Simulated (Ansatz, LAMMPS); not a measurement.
# Relaxing a frame of liquid N-methylformamide from 298 K (117 atoms), part 3 of 4

Wanted: the relaxed structure of a frame of liquid N-methylformamide from 298 K (117 atoms) and its electronic structure.

Ansatz 0.2.0; Kohn-Sham DFT, PBE+D4, PAW (set soft_2), plane waves.

The cell: 26 C, 13 N, 13 O and 65 H. The network of contacts between molecules at the start is that of the classical potential that made the cell. The Brillouin zone is sampled at Γ only, in a cell whose shortest periodic width is 11 Å.

So far, density (g/cm³): step 5 (distances and neighbours after relaxation) 1.00.

## 6. Single point at the relaxed geometry

One more single point at the end of the walk gives the fuller output and checks the residual forces.

input.yaml reads:

```yaml
crystal:
  lattice:
    - [10.8355, 0.0, 0.0]
    - [0.0, 10.8355, 0.0]
    - [0.0, 0.0, 10.8355]
  atoms:
    - { symbol: C, position: [0.58794, 0.52543, 0.19002] }
    - { symbol: "N", position: [0.67584, 0.42948, 0.22153] }
    - { symbol: C, position: [0.79578, 0.45089, 0.24201] }
    - { symbol: O, position: [0.84507, 0.55478, 0.24074] }
    - { symbol: H, position: [0.63044, 0.61551, 0.2069] }
    - { symbol: H, position: [0.50472, 0.51612, 0.24695] }
    - { symbol: H, position: [0.56156, 0.51978, 0.0921] }
    - { symbol: H, position: [0.64319, 0.34066, 0.22576] }
    - { symbol: H, position: [0.84886, 0.36586, 0.26058] }
    - { symbol: C, position: [0.09914, 0.56662, 0.00603] }
    - { symbol: "N", position: [0.01657, 0.65027, 0.07099] }
    - { symbol: C, position: [0.00779, 0.77031, 0.04454] }
    - { symbol: O, position: [0.06788, 0.82482, 0.96294] }
    - { symbol: H, position: [0.19593, 0.58446, 0.03089] }
    - { symbol: H, position: [0.0901, 0.57658, 0.90556] }
    - { symbol: H, position: [0.07581, 0.4716, 0.03141] }
    - { symbol: H, position: [0.96049, 0.61533, 0.13969] }
    - { symbol: H, position: [0.94016, 0.81953, 0.10333] }
    - { symbol: C, position: [0.82335, 0.94728, 0.37421] }
    - { symbol: "N", position: [0.7482, 0.04844, 0.41985] }
    - { symbol: C, position: [0.62574, 0.04325, 0.42692] }
    - { symbol: O, position: [0.56156, 0.95093, 0.39987] }
    - { symbol: H, position: [0.83438, 0.87453, 0.44415] }
    - { symbol: H, position: [0.9151, 0.98153, 0.34905] }
    - { symbol: H, position: [0.77935, 0.90569, 0.29299] }
    - { symbol: H, position: [0.78882, 0.12908, 0.44982] }
    - { symbol: H, position: [0.58341, 0.13028, 0.45872] }
    - { symbol: C, position: [0.98602, 0.1338, 0.82313] }
    - { symbol: "N", position: [0.00127, 0.08138, 0.94579] }
    - { symbol: C, position: [0.97893, 0.14388, 0.04977] }
    - { symbol: O, position: [0.93845, 0.25168, 0.05607] }
    - { symbol: H, position: [0.8897, 0.12832, 0.79159] }
    - { symbol: H, position: [0.04452, 0.08273, 0.75828] }
    - { symbol: H, position: [0.01502, 0.23075, 0.82392] }
    - { symbol: H, position: [0.03063, 0.9909, 0.95389] }
    - { symbol: H, position: [0.00199, 0.0908, 0.13395] }
    - { symbol: C, position: [0.63998, 0.61029, 0.50122] }
    - { symbol: "N", position: [0.54135, 0.6966, 0.47259] }
    - { symbol: C, position: [0.42213, 0.66436, 0.46836] }
    - { symbol: O, position: [0.37964, 0.55974, 0.4889] }
    - { symbol: H, position: [0.66614, 0.61471, 0.59908] }
    - { symbol: H, position: [0.72069, 0.631, 0.44376] }
    - { symbol: H, position: [0.60884, 0.51617, 0.48133] }
    - { symbol: H, position: [0.56242, 0.7866, 0.45052] }
    - { symbol: H, position: [0.36135, 0.74263, 0.44278] }
    - { symbol: C, position: [0.08696, 0.69347, 0.43812] }
    - { symbol: "N", position: [0.119, 0.75206, 0.55457] }
    - { symbol: C, position: [0.11301, 0.69379, 0.66328] }
    - { symbol: O, position: [0.07873, 0.58545, 0.6797] }
    - { symbol: H, position: [0.99435, 0.65241, 0.44174] }
    - { symbol: H, position: [0.15305, 0.61955, 0.41619] }
    - { symbol: H, position: [0.08872, 0.76327, 0.36508] }
    - { symbol: H, position: [0.14735, 0.84272, 0.55695] }
    - { symbol: H, position: [0.14007, 0.75277, 0.74229] }
    - { symbol: C, position: [0.39623, 0.54413, 0.82523] }
    - { symbol: "N", position: [0.35391, 0.45836, 0.73164] }
    - { symbol: C, position: [0.2857, 0.35845, 0.75616] }
    - { symbol: O, position: [0.25466, 0.32105, 0.86005] }
    - { symbol: H, position: [0.34621, 0.63226, 0.81823] }
    - { symbol: H, position: [0.49569, 0.56054, 0.81532] }
    - { symbol: H, position: [0.3782, 0.50438, 0.91638] }
    - { symbol: H, position: [0.36653, 0.48298, 0.64074] }
    - { symbol: H, position: [0.2579, 0.30786, 0.67176] }
    - { symbol: C, position: [0.67461, 0.29136, 0.83114] }
    - { symbol: "N", position: [0.76819, 0.363, 0.89545] }
    - { symbol: C, position: [0.77779, 0.48484, 0.88405] }
    - { symbol: O, position: [0.70885, 0.55044, 0.8187] }
    - { symbol: H, position: [0.67707, 0.19607, 0.86452] }
    - { symbol: H, position: [0.69065, 0.28994, 0.73099] }
    - { symbol: H, position: [0.5825, 0.3304, 0.84728] }
    - { symbol: H, position: [0.83244, 0.31844, 0.95098] }
    - { symbol: H, position: [0.85366, 0.52527, 0.9389] }
    - { symbol: C, position: [0.84876, 0.84502, 0.71621] }
    - { symbol: "N", position: [0.73814, 0.80109, 0.77736] }
    - { symbol: C, position: [0.63889, 0.87156, 0.7951] }
    - { symbol: O, position: [0.62928, 0.98296, 0.76795] }
    - { symbol: H, position: [0.87391, 0.78124, 0.64172] }
    - { symbol: H, position: [0.92655, 0.85023, 0.78093] }
    [... 33 atom lines left out ...]
    - { symbol: O, position: [0.20851, 0.99213, 0.61733] }
    - { symbol: H, position: [0.24074, 0.93819, 0.8649] }
    - { symbol: H, position: [0.2563, 0.10216, 0.8711] }
    - { symbol: H, position: [0.3722, 0.00623, 0.93702] }
    - { symbol: H, position: [0.47157, 0.01332, 0.74978] }
    - { symbol: H, position: [0.38944, 0.99451, 0.55851] }
kpoints:
  mp_grid: { grid: [1, 1, 1] }
hamiltonian:
  xc: pbe
  dispersion: d4
scf:
  occupations: { method: fermi_dirac, width: 0.05 }
output:
  forces: true
  stress: true
  populations: true
  dos:
    method: { smearing: { sigma: 0.1 } }
    de: 0.1
    projected: { site_lists: { C: [C], H: [H], "N": ["N"], O: [O] } }
  eigenvalues: true
  write_density: true
  write_potential: true
  volumetric_format: npy
  elf: true
```

Launch:

```
$ ansatz run input.yaml --threads 4 --pin off --max-ram 8192MiB --backend cpu --events-out ev --progress --plain --runs-dir out
```

Numbers of over 12 decimals in the logs are rounded to 6 here.

Output:

```text
[...]
Crystal: 117 atoms, lattice volume = 1272.175 Å³
Basis set: ecut = 420 eV, 24837 PW (Γ), exchange–correlation on 150×150×150 points (8 copies of the dense FFT grid, shifted against one another)
Bands: 273, of which v1, the nominal top of the filled ones, is band 156 counted from 1 (155 counted from 0)
Symmetry: 1 space group operations
[...]
k-points: 1
[...]
SCF iter   1: F=—  HF=-19941.457096 eV  |F-HF|=—  |Δ(HF+E_count)|=         —  Δρ=5.98e-3  dr2=3.87e-1  ethr=1.77e-3  ⟨swp⟩=6.0  Hψ=1259  notcnv=0  defer=27
[...]
SCF iter  10: F=-19941.395295 eV  HF=-19941.395295 eV  |F-HF|=6.50e-8  |Δ(HF+E_count)|=   1.27e-7  Δρ=2.24e-6  dr2=6.51e-8  ethr=3.21e-11  ⟨swp⟩=19.0  Hψ=2213  notcnv=0
SCF 1 converged in 10 iterations: F = -19941.395295 eV  dr2 = 6.51e-8
[...]
WARN: The input density's exchange-correlation potential varies sharply where the density is thin. Do not read a vacuum level from v_tot or v_xc, or from such a field of the output density. On a cell that repeats whose density bears no net charge and no dipole along the vacuum's axis use v_es (v_loc + v_h of the components); [...]
SCF converged after 10 iterations
Free energy (F): -19941.395295 eV
[...]
Internal energy: -19941.395295 eV  (E = F + TS)
E sigma→0 (E₀):  -19941.395295 eV
Fermi energy:    1.229355 eV
[...]
--- Forces (eV/Å), atoms counted from 1 ---
  atom   1  C      0.00281999    -0.00102981    -0.00143950
  atom   2  N     -0.01251410    -0.00387493    -0.00236130
  atom   3  C      0.01063175     0.00428150     0.00224245
  atom   4  O     -0.00327805    -0.00428481     0.00005904
  atom   5  H     -0.00083857     0.00042361     0.00071823
  atom   6  H     -0.00084514    -0.00023966     0.00066340
  atom   7  H     -0.00000556     0.00027172     0.00087690
  atom   8  H      0.00459597     0.00432372     0.00121284
  atom   9  H     -0.00164846     0.00065181    -0.00124531
  atom  10  C      0.00144998    -0.00202707     0.00043605
  atom  11  N     -0.00110436     0.00297717     0.00020008
  atom  12  C     -0.00483373    -0.00517229     0.00407253
  atom  13  O      0.00338787     0.00435766    -0.00361181
  atom  14  H      0.00030932     0.00018238     0.00032406
[...]
atom 116  H      0.00197571     0.00009408     0.00063592
  atom 117  H     -0.00150351     0.00030591     0.00194315
  max |Σ_I F_I| component: 1.39e-4 eV/Å
--- Stress (GPa, compression-positive) ---
       -0.104104      -0.046002      -0.041779
       -0.046001      -0.320076       0.000163
       -0.041778       0.000163      -0.257966
  P = ⅓ Tr σ = -0.2274 GPa (-2.274 kbar)
--- Band table (eV) ---
[...]
--- Löwdin populations: 117 sites ---
  site symbol       q [e]
     0      C      4.3535
     1      N      5.2400
     2      C      3.6815
[...]
116      H      0.8485
  spilling = 0.013895 (of n_electrons = 312.000000)
```

Wall time 29 s (4 threads of Arm Neoverse N1, shared host); peak memory 1.3 GiB; 1.8 min of CPU time.

The program notes that the exchange-correlation potential is rough where the density is thin.

The run gave:

```
free energy                                      : -19941.3953 eV
free energy per atom                             : -170.4393 eV/atom
SCF cycles                                       : 10
pressure                                         : -0.2274 GPa
r.m.s. force component                           : 0.00369 eV/Å
longest force                                    : 0.02733 eV/Å
Fermi energy                                     : 1.229 eV
gap (highest filled to lowest empty level) : 4.803 eV
spilling of the projection                       : 0.01389
```

Löwdin charges by element and coordination (they lack the spilled electrons, 0.037 e an atom on average):

| element | coordination | atoms | mean charge (e) | spread | least | most |
| --- | --- | --- | --- | --- | --- | --- |
| C | all | 26 | -0.0221 | 0.332 | -0.361 | 0.324 |
| C | 3 | 13 | 0.310 | 0.0065 | 0.300 | 0.324 |
| C | 4 | 13 | -0.354 | 0.004 | -0.361 | -0.346 |
| H | all | 65 | 0.219 | 0.0557 | 0.147 | 0.333 |
| N | all | 13 | -0.242 | 0.0077 | -0.259 | -0.225 |
| O | all | 13 | -0.475 | 0.0071 | -0.486 | -0.463 |

States in the cell by windows of 1 eV, zero at the Fermi level; the larger projections on atomic orbitals stand beside the total:

| from (eV) | to (eV) | total | C p | H s | O p | N p |
| --- | --- | --- | --- | --- | --- | --- |
| -14 | -13 | 0.4 | 0.0 | 0.1 | 0.0 | 0.1 |
| -13 | -12 | 0.0 | 0.0 | 0.0 | 0.0 | 0.0 |
| -12 | -11 | 15.2 | 1.4 | 3.6 | 1.1 | 5.1 |
| -11 | -10 | 21.2 | 5.7 | 5.0 | 1.1 | 5.4 |
| -10 | -9 | 15.6 | 6.2 | 3.8 | 0.9 | 3.2 |
| -9 | -8 | 12.7 | 4.3 | 1.6 | 2.8 | 2.7 |
| -8 | -7 | 43.6 | 17.4 | 6.5 | 7.6 | 9.2 |
| -7 | -6 | 36.2 | 15.3 | 8.5 | 8.2 | 2.6 |
| -6 | -5 | 37.5 | 16.5 | 7.5 | 9.7 | 2.7 |
| -5 | -4 | 0.0 | 0.0 | 0.0 | 0.0 | 0.0 |
| -4 | -3 | 11.4 | 0.4 | 1.1 | 6.1 | 3.4 |
| -3 | -2 | 40.6 | 1.6 | 3.6 | 23.2 | 11.3 |
| -2 | 2 | 0.0 | 0.0 | 0.0 | 0.0 | 0.0 |
| 2 | 3 | 28.0 | 13.4 | 2.2 | 5.1 | 4.3 |
| 3 | 4 | 11.9 | 1.3 | 4.1 | 0.2 | 0.3 |
| 4 | 5 | 23.9 | 3.1 | 7.1 | 0.3 | 0.5 |

Between -23 and -14 eV lie 78 more states.

The levels nearest the highest filled one (over half full), pooled over k-points and spins:

| level less the highest filled one (eV) | occupation |
| --- | --- |
| -0.188 | 2 |
| -0.167 | 2 |
| -0.152 | 2 |
| -0.114 | 2 |
| -0.0768 | 2 |
| 0 | 2 |
| 4.80 | 0 |
| 4.83 | 0 |
| 4.85 | 0 |
| 4.95 | 0 |
| 4.96 | 0 |
| 5.00 | 0 |

ELF in the ac plane at fractional y = 0.006, with atoms of H and C and N and O within 0.2 Å of it. It is the smooth field of the valence electrons, not physical close to the nuclei.

Ten even steps from '0' (0.00 × 1e-1) to '9' (9.97 × 1e-1), each cell a mean:
```
998300012699993000000000002467
997200234799982000000000001467
442001575378730002332100000123
000002675145210036776410000000
232000344687565248878630000001
574000002562699448778730000001
341024311564688427888620331000
000278864577433114666301675100
001488567226410000121001565100
001478666579972000000000011000
000368863489992000111121000000
000134420169840013444565200000
000000000012101345656777411110
000001564100014667646767744563
001114897200014777754568768996
036544676213522566532345569995
168876225446840133200012358981
278767557777630000000001223410
047876435776410000000000000000
013553101343100000000000000000
200111000000000000000000000023
100000000000000000000000000012
000000000000000000000000000000
553100000367730000000000001233
```
Columns run along a (10.8 Å), rows up along c (10.8 Å). Atoms in or near the plane, at fractional coordinates: H at (0.03, 0.95), C at (0.23, 0.31), C at (0.31, 0.86), N at (0.38, 0.75), C at (0.32, 0.64), O at (0.21, 0.62), H at (0.37, 0.94), H at (0.47, 0.75), H at (0.39, 0.56).

Valence density in the ac plane at fractional y = 0.006, with atoms of H and C and N and O within 0.2 Å of it. It is the smooth field of the valence electrons, not physical close to the nuclei.

Ten steps, logarithmic in the rise over the least value, from '_' (0.0 e/Å³) to '@' (5.7 e/Å³), each cell a mean:
```
****==::______..::--==++--..__________________________..--++
****==::__..::--==**####++::__________________________..--++
==--::..__..--++**####**==::______........____________..::--
::....____..--**######++==::....::--==++--::..__________....
......____..::==++**####**++==----**%%%%##==..__________....
..::..____....::--**%%%%%%##**====##@@@@%%++::..________....
..........::----==**%%%%%%##++----++####**--..........______
______..==**##****######++==::....::----::........::..______
______::++%%@@@@%%####**==::..______....________......______
______::++%%@@%%########++--..______________________________
______..--++****====++****--..______............____________
________..::::::::::--==--::....::::------------::..________
____________......__..........--==++**++++++**++==::....____
__________..::::::..______..::++**######**######**==--::..__
____....::--++++==::........--++######**++**####****++++--::
..::--====++####**==------::::--++++++==--==++++++++****==::
..--**##########**++++====::....::::::......::------====--..
..==##@@%%##********++==--::..______________..............__
..--++####++==========--::..________________________________
....::----::::....::::....__________________________________
..........________________________________________________..
....____________________________________________________....
......__________________________________________________....
==--::..__________........____________________________..::--
```
Columns run along a (10.8 Å), rows up along c (10.8 Å). Atoms in or near the plane, at fractional coordinates: H at (0.03, 0.95), C at (0.23, 0.31), C at (0.31, 0.86), N at (0.38, 0.75), C at (0.32, 0.64), O at (0.21, 0.62), H at (0.37, 0.94), H at (0.47, 0.75), H at (0.39, 0.56).

Mean Löwdin charges: C -0.02, H +0.22, N -0.24, O -0.47 e (they miss 1.4 % of the electrons, so they add up to more than the cell's charge). The largest share in the top eV of filled states is O p (57 % of the projected weight), and in the lowest eV of empty states C p (50 % of the projected weight).

Local excerpt of 13 atoms (numbers count through the whole input) about N65, one of the 13 N atoms; x, y, z are measured from there.

| atom | x | y | z | distance (Å) | bonds | Löwdin charge (e) |
| --- | --- | --- | --- | --- | --- | --- |
| N65 | 0.00 | 0.00 | 0.00 | 0.00 | 3 | -0.23 |
| H71 | 0.70 | -0.48 | 0.60 | 1.04 | 1 | 0.32 |
| C66 | 0.10 | 1.32 | -0.12 | 1.33 | 3 | 0.31 |
| C64 | -1.01 | -0.78 | -0.70 | 1.45 | 4 | -0.35 |
| H72 | 0.93 | 1.76 | 0.47 | 2.04 | 1 | 0.16 |
| H68 | -0.99 | -1.81 | -0.34 | 2.09 | 1 | 0.21 |
| H70 | -2.01 | -0.35 | -0.52 | 2.11 | 1 | 0.19 |
| H69 | -0.84 | -0.79 | -1.78 | 2.12 | 1 | 0.21 |
| O67 | -0.64 | 2.03 | -0.83 | 2.29 | 1 | -0.48 |
| O31 | 1.84 | -1.21 | 1.74 | 2.81 | 1 | -0.48 |
| H32 | 1.32 | -2.54 | -1.13 | 3.08 | 1 | 0.19 |
| H34 | 2.67 | -1.43 | -0.78 | 3.13 | 1 | 0.21 |
| H108 | 0.65 | 0.84 | -3.00 | 3.18 | 1 | 0.16 |

The column of bonds counts only the pairs H-C within 1.34 Å, H-N within 1.27 Å, C-N within 1.79 Å, C-O within 1.68 Å; other neighbours, such as metal atoms beside each other in a compound, aren't counted, and periodic images can show an atom twice.

(Part 3 of 4 ends here.)

[Logs are printed without paths, hosts, clocks, repeated set-up lines and the standing remarks that a program may print on its own settings, such as how far it seeks lower states.]

[Hosts, paths, dates, database ids (printed as entryN), source tags and the programs' standing remarks are cut or masked in the printed files.]
